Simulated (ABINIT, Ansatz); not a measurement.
# KAg (Pm-3m): zone-centre phonons

Aim: the zone-centre modes of KAg (Pm-3m).

Main program and level: ABINIT 10.8.3; DFT LDA, scalar-relativistic, plane waves, PseudoDojo norm-conserving pseudopotentials.

This is a report of a sequence of runs, with most program output left out.

The structure was built from a prototype and need not be the compound's stable phase.

### Step 1. The starting structure

It takes space group Pm-3m (No. 221, cubic). Conventional cell: a = 3.850 Å, b = 3.850 Å, c = 3.850 Å, α = 90.00°, β = 90.00°, γ = 90.00°. K has 8 Ag at 3.33 Å nearest. Ag has 8 K at 3.33 Å nearest. Farther neighbours are not listed.

### Step 2. Relaxing the cell and atoms

The harmonic expansion needs vanishing forces, and a free crystal bears no stress, so cell and atoms are brought to rest. Stress is more sensitive to the basis than forces are: the last 3 Ha under the cutoff are smoothed with ecutsm, and the cutoff is raised above that of the later runs.

The starting cell comes from a relaxation made beforehand in Ansatz (LDA, PseudoDojo NC).

File relax.abi:

```
# relaxation
ionmov 2
optcell 2
dilatmx 1.08
ntime 40
tolmxf 1.0d-05
tolvrs 1.0d-14
prtwf 0
prtden 0
chksymtnons 0

# basis, mesh and filling
ecut 48.0
ecutsm 3.0
ngkpt 8 8 8
nshiftk 1
shiftk 0.0 0.0 0.0
istwfk *1
occopt 7
tsmear 0.01
nband 21
nstep 100
diemac 1000000.0
prtebands 0
prtgsr 0

# cell and atoms
acell 3*1.0 Angstrom
rprim 
    3.84961787 0.0 0.0
    0.0 3.84961787 0.0
    0.0 0.0 3.84961787
ntypat 2
znucl 19 47
natom 2
typat 1 2
xred 
    0.5 0.5 0.5
    0.0 0.0 0.0
pp_dirpath "./pseudo"
pseudos "K.upf, Ag.upf"
```

Launch:

```sh
$ OMP_NUM_THREADS=1 mpirun -n 4 abinit relax.abi > relax.log
```

Run time: 2.4 min. Hardware: 4 MPI ranks of Arm Neoverse V1, shared host; 9.8 min of CPU time.

Little changed from the start: no atom moved by 0.005 Å and no cell edge by 0.1 %.

Numbers from this step:

```yaml
volume_per_atom: 28.57 Å³
pressure: 6.22e-5 GPa
gap_on_the_k_mesh: 0 eV
```

### Step 3. Self-consistent run for the response

The response is built on these wavefunctions, so the potential is converged far more tightly than an energy would need. Occupations are smeared.

File gs.abi:

```
# ground state
tolvrs 1.0d-16
prtden 1
prtwf 1

# basis, mesh and filling
ecut 39.0
ngkpt 8 8 8
nshiftk 1
shiftk 0.0 0.0 0.0
istwfk *1
occopt 7
tsmear 0.01
nband 21
nstep 100
diemac 1000000.0
prtebands 0
prtgsr 0

# cell and atoms
acell 3*1.0 Angstrom
rprim 
    3.851593533 0.0 0.0
    0.0 3.851593533 0.0
    0.0 0.0 3.851593533
ntypat 2
znucl 19 47
natom 2
typat 1 2
xred 
    0.5 0.5 0.5
    0.0 0.0 0.0
pp_dirpath "./pseudo"
pseudos "K.upf, Ag.upf"
```

Launch:

```sh
$ OMP_NUM_THREADS=1 mpirun -n 4 abinit gs.abi > gs.log
```

Elapsed: 45 s, on 4 MPI ranks.

Read from the output:

```
pressure : -0.2096 GPa
```

The cell stands at -0.21 GPa: the relaxation ran with a smoothed and higher cutoff, and the difference is a stress of the finite basis.

### Step 4. Linear response at Γ

At q = 0 one unit cell holds all displacements. The response is solved for single atoms along the cell's directions, and symmetry skips those that follow from others. The crystal is treated as a metal, which screens a static field, so no field response is asked.

File dfpt_gamma.abi:

```

# common to the responses
getwfk_filepath "gso_WFK"
kptopt 2
nqpt 1
qpt 0.0 0.0 0.0
asr 0
chneut 0

# displacements
rfphon 1
rfatpol 1 2
rfdir 1 1 1
tolvrs 1.0d-10
prtwf 0

# basis, mesh and filling
ecut 39.0
ngkpt 8 8 8
nshiftk 1
shiftk 0.0 0.0 0.0
istwfk *1
occopt 7
tsmear 0.01
nband 21
nstep 100
diemac 1000000.0
prtebands 0
prtgsr 0

# cell and atoms
acell 3*1.0 Angstrom
rprim 
    3.851593533 0.0 0.0
    0.0 3.851593533 0.0
    0.0 0.0 3.851593533
ntypat 2
znucl 19 47
natom 2
typat 1 2
xred 
    0.5 0.5 0.5
    0.0 0.0 0.0
pp_dirpath "./pseudo"
pseudos "K.upf, Ag.upf"
```

Launch:

```sh
$ OMP_NUM_THREADS=1 mpirun -n 4 abinit dfpt_gamma.abi > dfpt_gamma.log
```

Elapsed: 2.6 min, on 4 MPI ranks; 11 min of CPU time.

This step gave:

```yaml
largest_acoustic_frequency_at_the_zone_centre_before_the_sum_rule: 7.65 cm⁻¹
highest_optical_zone_centre_mode_no_lo_to_term: 117.7 cm⁻¹
lowest_optical_zone_centre_mode: 117.7 cm⁻¹
```

The acoustic modes at Γ come out as far as 7.7 cm⁻¹ from zero, where they should vanish, a small numerical error.

### Step 5. Zone-centre analysis

anaddb reads the merged derivatives and imposes the acoustic sum rule.

File anaddb.abi:

```
ddb_filepath "gamma_DDB"
output_file "anaddb.abo"
outdata_prefix "anaddb"
asr 1
chneut 1
enunit 2
eivec 1
nph1l 1
qph1l 0.0 0.0 0.0 1.0
```

File mrgddb.in:

```
gamma_DDB
merged
2
dfpt_gammao_DDB
gso_DDB
```

Launch:

```sh
$ mrgddb < mrgddb.in > mrgddb.log
$ OMP_NUM_THREADS=1 anaddb anaddb.abi > anaddb.log
```

Elapsed: 0.49 s, on 1 thread.

Read from the output:

```
highest optical zone-centre mode (no LO-TO term) : 116.9 cm⁻¹
lowest optical zone-centre mode                  : 116.9 cm⁻¹
```

No LO-TO term; unit eigenvectors of the mass-weighted matrix, from anaddb's displacements. The modes at Γ (shares of kinetic energy by element, %):

| mode | frequency (cm⁻¹) | symmetry | K % | Ag % |
| --- | --- | --- | --- | --- |
| 1 | 0.0 | acoustic | 27 | 73 |
| 2 | 0.0 | acoustic | 27 | 73 |
| 3 | 0.0 | acoustic | 27 | 73 |
| 4 | 116.9 | T1u | 73 | 27 |
| 5 | 116.9 | T1u | 73 | 27 |
| 6 | 116.9 | T1u | 73 | 27 |

Displacements in mode 4 (116.9 cm⁻¹), the largest set to 1:
```
K1   0.00  0.00  1.00
Ag2  0.00  0.00 -0.36
```

The rule also moves an optical mode by 0.8 cm⁻¹.

### Step 6. Cross-check with Ansatz

A second program on the same cell, potentials, cutoff and meshes tests the implementation of the phonon response, not its convergence.

This step: DFT LDA, scalar-relativistic, plane waves, PseudoDojo norm-conserving pseudopotentials (Ansatz 0.2.0).

File input.yaml:

```yaml
crystal:
  lattice:
    - [3.8515935328, 0.0, 0.0]
    - [0.0, 3.8515935328, 0.0]
    - [0.0, 0.0, 3.8515935328]
  atoms:
    - { symbol: K, position: [0.5, 0.5, 0.5] }
    - { symbol: Ag, position: [0.0, 0.0, 0.0] }
kpoints:
  mp_grid: { grid: [8, 8, 8] }
hamiltonian:
  xc: lda
  pseudopotentials: { kind: nc, accuracy: standard }
scf:
  occupations: { method: gaussian, width: 0.27211 }
output:
  eigenvalues: true
basis:
  ecutwfc: 1061.244
phonons:
  method: dfpt
```

Launch:

```sh
$ ansatz run input.yaml --threads 4 --pin off --max-ram 8192MiB --backend cpu --events-out ev --progress --plain --runs-dir out
```

Run time: 19 s. Hardware: 4 threads; peak memory 0.96 GiB; 76 s of CPU time.

Read from the output:

```yaml
sum_rule_residual_before_enforcement: 1.28e-4 eV/Å²
highest_optical_zone_centre_mode_no_lo_to_term: 117.0 cm⁻¹
lowest_optical_zone_centre_mode: 117.0 cm⁻¹
```

### Step 7. The two compared: ABINIT PseudoDojo and Ansatz, PseudoDojo

Numbers from this step:

```
root-mean-square difference : 0.03 cm⁻¹
largest difference          : 0.03 cm⁻¹
```

Frequencies side by side, by row:

| q (reciprocal lattice) | mode | ABINIT PseudoDojo (cm⁻¹) | Ansatz, PseudoDojo (cm⁻¹) |
| --- | --- | --- | --- |
| 0 0 0 | 1 | 0 | 0 |
| 0 0 0 | 2 | 0 | 0 |
| 0 0 0 | 3 | 0 | 0 |
| 0 0 0 | 4 | 116.9 | 117 |
| 0 0 0 | 5 | 116.9 | 117 |
| 0 0 0 | 6 | 116.9 | 117 |

At the zone centre the largest difference (acoustic modes at Γ apart) is 0.03 % of the highest mode.

### Step 8. Summary of results

```json
{"space group after relaxation": "Pm-3m", "volume per atom": "28.6 Å³", "highest optical zone-centre mode (no LO-TO term)": "116.9 cm⁻¹", "imaginary optical modes at the zone centre (no q mesh in this session)": "none", "largest difference from Ansatz, PseudoDojo": "0.03 cm⁻¹"}
```

**Reading.** At the LDA level the optical modes of KAg (Pm-3m) at the zone centre lie at 117 cm⁻¹. ABINIT PseudoDojo and Ansatz, PseudoDojo agree to 0.03 cm⁻¹ (0.03 % of the highest mode compared) on all solved modes but the acoustic ones at Γ, without the LO-TO term. These are harmonic frequencies at zero temperature: anharmonic shifts and linewidths and thermal expansion are left out. In a metal the frequencies hang on the k mesh and the smearing, most of all near Kohn anomalies. Ansatz warns that the cutoff lies 9 % under the one recommended for these files; agreement at one cutoff is not convergence. The structure is a hypothetical one, built on a prototype.

[Host names and launcher messages were left out of these logs when they were recorded.]

[Logs are printed without paths, hosts, clocks, repeated set-up lines and the standing remarks that a program may print on its own settings, such as how far it seeks lower states.]

[Hosts, paths, dates, database ids (printed as entryN), source tags and the programs' standing remarks are cut or masked in the printed files.]
